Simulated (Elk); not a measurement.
# Magnetic state of CmIr2 from several starts, part 2 of 2

Aim: find out whether CmIr2 carries moments, and which collinear order costs least.

Elk 11.2.3 (patched build); PBE; all-electron APW+lo, Dirac cores, scalar-relativistic bands.

So far. Step 2 (Order 1, typed as ferro ++): After 26 cycles the largest moment stands at 6.82 μB.

### Step 3. Start 2: antiferro +-

An opposed order shows whether the pairs that it reverses prefer unlike signs.

Input file elk.in:

```
tasks
  0

xctype
  20

rgkmax
  7.0

nempty
  8

swidth
  0.001

reducebf
  0.7

epsengy
  1e-05

maxscl
  150

lmaxi
  3

spinpol
  .true.

sppath
  './'

avec
  0.00000000000 7.14410961415 7.14410961415
  7.14410961415 0.00000000000 7.14410961415
  7.14410961415 7.14410961415 0.00000000000

atoms
  2
  'Cm.in'
  2
  0.0000000000 0.0000000000 0.0000000000   0.000000 0.000000 -0.750000
  0.2500000000 0.2500000000 0.2500000000   0.000000 0.000000 0.750000
  'Ir.in'
  4
  0.6250000000 0.6250000000 0.6250000000   0.000000 0.000000 0.000000
  0.1250000000 0.6250000000 0.6250000000   0.000000 0.000000 0.000000
  0.6250000000 0.6250000000 0.1250000000   0.000000 0.000000 0.000000
  0.6250000000 0.1250000000 0.6250000000   0.000000 0.000000 0.000000

ngridk
  6 6 6
```

Started as:

```sh
$ OMP_NUM_THREADS=4 elk
```

Numbers of over 12 decimals in the logs are rounded to 6 here.

The program printed:

```text
Warning(init1): few empty states an atom for a second variation :    8.000000000
 they are its basis, with spin, DFT+U, afieldc (12 by default), in Hartree-Fock and RDMFT; 30 and more for pressures
Warning(gndstate): core states of species 2 leak from the muffin-tin :   0.1124131192E-02

--- INFO.OUT ---
┌─────────────────────────┐
│ Elk code version 11.2.3 │
└─────────────────────────┘

All units are atomic (Hartree, Bohr, etc.)

┌─────────────────────────────────────────────────┐
│ Ground-state run starting from atomic densities │
└─────────────────────────────────────────────────┘

Lattice vectors :
   0.000000000       7.144109614       7.144109614
   7.144109614       0.000000000       7.144109614
   7.144109614       7.144109614       0.000000000

Species : 1 (Cm)
 parameters loaded from : Cm.in
 name : curium
 nuclear charge    :   -96.00000000
 electronic charge :    96.00000000
 atomic mass :    450253.4561
 muffin-tin radius :    3.000000000
 number of radial points in muffin-tin :   1593
 inner part over the whole radius :   0.9921970442E-02
 number on inner part of muffin-tin    :   1148
 approximate nuclear radius :   0.1109296213E-03
 number of mesh points to nuclear radius :    609
 atomic positions (lattice), magnetic fields (Cartesian) :
  1 :   0.37500000  0.37500000  0.37500000    0.00000000  0.00000000 -0.75000000
  2 :  -0.37500000 -0.37500000 -0.37500000    0.00000000  0.00000000  0.75000000

Species : 2 (Ir)
 parameters loaded from : Ir.in
 name : iridium
 nuclear charge    :   -77.00000000
 electronic charge :    77.00000000
 atomic mass :    350390.1562
 muffin-tin radius :    2.500824177
 number of radial points in muffin-tin :   1393
 inner part over the whole radius :   0.9934736914E-02
 number on inner part of muffin-tin    :    997
 approximate nuclear radius :   0.1024342351E-03
 number of mesh points to nuclear radius :    525
 atomic positions (lattice), magnetic fields (Cartesian) :
  1 :   0.00000000  0.00000000  0.00000000    0.00000000  0.00000000  0.00000000
  2 :   0.50000000  0.00000000  0.00000000    0.00000000  0.00000000  0.00000000
  3 :   0.00000000  0.00000000  0.50000000    0.00000000  0.00000000  0.00000000
  4 :   0.00000000  0.50000000  0.00000000    0.00000000  0.00000000  0.00000000

Total number of atoms per unit cell :    6
Total muffin-tin volume :    488.2530670
 ratio of muffin-tin to unit cell volume :   0.6695309475

Spin treatment :
 spin-polarised
 global magnetic field (Cartesian) :    0.000000000       0.000000000       0.000000000
 collinear magnetisation in z-direction

Number of Bravais lattice symmetries :   48
Number of crystal symmetries         :   48
Crystal has inversion symmetry
Real symmetric eigensolver will be used

k-point grid :      6     6     6
k-point offset :    0.000000000       0.000000000       0.000000000
k-point set is reduced with full crystal symmetry group
Total number of k-points :       16

Muffin-tin radius times maximum |G+k| :    7.000000000
 using average radius
Maximum |G+k| for APW functions       :    2.624459245
Maximum (1/2)|G+k|²                   :    3.443893165
Maximum |G| for potential and density :    12.00000000
Constant for pseudocharge density :    9
 order of it for each species :   16  16
 order of it for pair densities of each species (exact exchange by exxq0 0: 16) :   12   8
Radial integration step length :    1

G-vector grid sizes :     40    40    40
Number of G-vectors :    21331

Maximum angular momentum used for
 APW functions            :    8
 outer part of muffin-tin :    6
 inner part of muffin-tin :    3

Number of empty states         :     48
Total number of valence states :    250
Total number of core states    :    348

Third-order local-orbitals added for an l without core states : T
Total number of local-orbitals :    206

Exchange-correlation functional :     20     0     0
 Perdew-Burke-Ernzerhof, Phys. Rev. Lett. 77, 3865 (1996)
 gradient requirement :    1
 generalised gradient approximation (GGA)

Smearing type :    3
 Fermi-Dirac
Smearing width :   0.1000000000E-02
Effective electronic temperature (K) :    315.7750248

Mixing type :    3
 Broyden mixing, J. Phys. A: Math. Gen. 17, L317 (1984)

Kohn-Sham potential initialised from atomic data

┌──────────────────────────────┐
│ Self-consistent loop started │
└──────────────────────────────┘

┌─────────────────┐
│ Loop number : 1 │
└─────────────────┘

Energies :
 Fermi                       :     0.240646
 sum of occupied eigenvalues :     -83611.880292036
 electron kinetic            :      160384.41811365
 core electron kinetic       :      156954.52399112
 Coulomb                     :     -292118.48770644
 Coulomb potential           :     -240803.46839258
 nuclear-nuclear             :     -12181.124704563
 electron-nuclear            :     -319369.13157372
 Hartree                     :      39431.768571847
 Madelung                    :     -171716.75351015
 xc potential                :     -3192.0137821742
 xc effective B-field        :    -0.895049
 external B-field            :      0.000000
 exchange                    :     -2402.3823434911
 correlation                 :     -31.115968002077
 electron entropic           :    -0.41657905137120E-03
 total energy                :     -134167.56832086
 (external B-field energy excluded from total)

Density of states at Fermi energy :    129.2184012
 (states/Hartree/unit cell)

Estimated indirect band gap :   0.8808706732E-03
 from k-point 10 to k-point 11
Estimated direct band gap   :   0.8871118720E-02
 at k-point 9

Charges :
 core                        :    348.0000000
 valence                     :    152.0000000
 interstitial                :    9.211968577
 muffin-tins (core leakage)
  species : 1 (Cm)
   atom 1                    :    94.19148706     (  0.3880600877E-04)
   atom 2                    :    94.19148706     (  0.3880600877E-04)
  species : 2 (Ir)
   atom 1                    :    75.60126433     (  0.1203341822E-02)
   atom 2                    :    75.60126433     (  0.1203341822E-02)
   atom 3                    :    75.60126433     (  0.1203341822E-02)
   atom 4                    :    75.60126433     (  0.1203341822E-02)
 total in muffin-tins        :    490.7880314
 total calculated charge     :    499.9900094
 total charge                :    500.0000000
 error                       :   0.9990574094E-02

Moments :
 interstitial                :   0.4441785101E-16
 muffin-tins
  species : 1 (Cm)
   atom 1                    :    6.546402407
   atom 2                    :   -6.546402407
  species : 2 (Ir)
   atom 1                    :  -0.3710469321E-21
   atom 2                    :  -0.3710469321E-21
   atom 3                    :  -0.3710469321E-21
   atom 4                    :  -0.3710469321E-21
 total in muffin-tins        :  -0.1484187729E-20
 total moment                :   0.4441636682E-16

[... earlier loops left out ...]

┌──────────────────┐
│ Loop number : 25 │
└──────────────────┘

Energies :
 Fermi                       :     0.422260
 sum of occupied eigenvalues :     -83542.504796049
 electron kinetic            :      160415.35773265
 core electron kinetic       :      156959.31840599
 Coulomb                     :     -292145.98592449
 Coulomb potential           :     -240770.89201959
 nuclear-nuclear             :     -12181.124704563
 electron-nuclear            :     -319457.63423035
 Hartree                     :      39492.773010422
 Madelung                    :     -171760.53991469
 xc potential                :     -3186.0350004587
 xc effective B-field        :    -0.935480
 external B-field            :      0.000000
 exchange                    :     -2403.8457111763
 correlation                 :     -31.120901100992
 electron entropic           :    -0.36697496646460E-03
 total energy                :     -134165.59517109
 (external B-field energy excluded from total)

Density of states at Fermi energy :    106.8099579
 (states/Hartree/unit cell)

Estimated indirect band gap :   0.1295823351E-02
 from k-point 10 to k-point 5
Estimated direct band gap   :   0.5152265487E-02
 at k-point 10

Charges :
 core                        :    348.0000000
 valence                     :    152.0000000
 interstitial                :    8.775150058
 muffin-tins (core leakage)
  species : 1 (Cm)
   atom 1                    :    94.55875489     (  0.3627859921E-04)
   atom 2                    :    94.55875489     (  0.3627859921E-04)
  species : 2 (Ir)
   atom 1                    :    75.52683504     (  0.1124131192E-02)
   atom 2                    :    75.52683504     (  0.1124131192E-02)
   atom 3                    :    75.52683504     (  0.1124131192E-02)
   atom 4                    :    75.52683504     (  0.1124131192E-02)
 total in muffin-tins        :    491.2248499
 total calculated charge     :    499.9904135
 total charge                :    500.0000000
 error                       :   0.9586466309E-02

Moments :
 interstitial                :   0.7725204053E-17
 muffin-tins
  species : 1 (Cm)
   atom 1                    :    6.695914515
   atom 2                    :   -6.695914515
  species : 2 (Ir)
   atom 1                    :   0.2849050140E-21
   atom 2                    :   0.2849050140E-21
   atom 3                    :   0.2849050140E-21
   atom 4                    :   0.2849050140E-21
 total in muffin-tins        :   0.1139620056E-20
 total moment                :   0.7726343673E-17

┌──────────────────────────────┐
│ Self-consistent loop stopped │
└──────────────────────────────┘

Warning : core states of species 2 leak from the muffin-tin :   0.1124131192E-02

Wrote STATE.OUT
```

The job ended after 6.6 min (4 threads of Arm Neoverse V2, shared host; peak memory 1 GiB).

Spin moment in the muffin-tin sphere by atom:

| atom | spin moment in the muffin-tin sphere (μB) |
| --- | --- |
| Cm1 | 6.70 |
| Cm2 | -6.70 |
| Ir3 | 0.00 |
| Ir4 | 0.00 |
| Ir5 | 0.00 |
| Ir6 | 0.00 |

Read from the output:

```yaml
density_of_states_at_the_fermi_level: 3.925 states/eV/cell
moment_between_the_spheres: 0 μB
magnetization: 0 μB
final_state: antiferromagnetic
```

It lies 3.35 meV a seeded atom under the first start, and its largest moment is 6.70 μB against 6.82 μB.

### Step 4. Order 3, typed as no spin polarisation

A run without seeds gives the energy of the state without moments.

elk.in, as its differences from that of step 3:

```diff
@@ -15,5 +15,2 @@
 
-reducebf
-  0.7
-
 epsengy
@@ -26,5 +23,2 @@
   3
-
-spinpol
-  .true.
 
@@ -42,4 +36,4 @@
   2
-  0.0000000000 0.0000000000 0.0000000000   0.000000 0.000000 -0.750000
-  0.2500000000 0.2500000000 0.2500000000   0.000000 0.000000 0.750000
+  0.0000000000 0.0000000000 0.0000000000   0.000000 0.000000 0.000000
+  0.2500000000 0.2500000000 0.2500000000   0.000000 0.000000 0.000000
   'Ir.in'
```

Started as:

```sh
$ OMP_NUM_THREADS=4 elk
```

The program printed:

```text
Warning(gndstate): core states of species 2 leak from the muffin-tin :   0.1114457139E-02

--- INFO.OUT ---
┌─────────────────────────┐
│ Elk code version 11.2.3 │
└─────────────────────────┘

All units are atomic (Hartree, Bohr, etc.)

┌─────────────────────────────────────────────────┐
│ Ground-state run starting from atomic densities │
└─────────────────────────────────────────────────┘

Lattice vectors :
   0.000000000       7.144109614       7.144109614
   7.144109614       0.000000000       7.144109614
[...]
atom 2                    :    75.48145434     (  0.1114457139E-02)
   atom 3                    :    75.48145434     (  0.1114457139E-02)
   atom 4                    :    75.48145434     (  0.1114457139E-02)
 total in muffin-tins        :    491.2037007
 total calculated charge     :    499.9906158
 total charge                :    500.0000000
 error                       :   0.9384195296E-02

┌──────────────────────────────┐
│ Self-consistent loop stopped │
└──────────────────────────────┘

Warning : core states of species 2 leak from the muffin-tin :   0.1114457139E-02

Wrote STATE.OUT

[key lines of the parts left out:]
total energy                :     -134165.28881102
```

Elapsed: 40 s, on 4 threads; peak memory 0.36 GiB; 2.4 min of CPU time.

This step gave:

| Quantity | Value |
| --- | --- |
| density of states at the Fermi level | 37.90 states/eV/cell |
| final state | non-magnetic (no spin polarisation) |

It lies 4165 meV a seeded atom over the first start.

### Step 5. The states side by side

These are free energies at a smearing of 0.0272 eV, so its entropy term is in the differences. They are divided by the number of seeded atoms, so that cells of unlike size compare.

Orders:

| start | final state | typed order kept | energy over the lowest (meV a seeded atom) | largest sphere moment (μB) | net moment (μB a primitive cell) | DOS at the Fermi level (states/eV a primitive cell) | mesh matched | CPU time (s) |
| --- | --- | --- | --- | --- | --- | --- | --- | --- |
| ferro ++ | ferromagnetic | yes | 3.349 | 6.821 | 13.82 | 4.587 | yes | 1618 |
| antiferro +- | antiferromagnetic | yes | 0 | 6.696 | 0 | 3.925 | yes | 1553 |
| no spin polarisation | non-magnetic | - | 4168 | 0 | 0 | 37.9 | yes | 147 |

### Step 6. What came out

| Item | Value |
| --- | --- |
| lowest state found | antiferromagnetic (typed antiferro +-) |
| largest site moment | 6.70 μB |
| next state | ferromagnetic, 3.35 meV a seeded atom higher |
| energy gained by spin polarisation | 4168 meV a seeded atom |

The lowest state found is antiferromagnetic, reached from the start antiferro +-, with moments up to 6.70 μB. The two lowest states lie so close that the mesh, the functional or spin–orbit coupling could swap them. Forming the largest moments gains far more than ordering them, so they should outlast the ordering temperature. Only 3 starts are shown; other collinear patterns, canted and longer-period orders are not. Open f shells have many stationary orbital fillings, so the state need not be the lowest, and spin-only moments miss the orbital part. Spin–orbit coupling, which these energies lack, is strong in these shells and can change the state in kind.

[Logs and program files are shortened in this print: banners, set-up blocks, solver, clock and traceback lines can be left out without a mark of their own.]

[Logs are printed without paths, hosts, clocks, repeated set-up lines and the standing remarks that a program may print on its own settings, such as how far it seeks lower states.]

[Hosts, paths, dates, database ids (printed as entryN), source tags and the programs' standing remarks are cut or masked in the printed files.]

[Where a cell is said to come from a database of computed structures, the database is the Materials Project.]
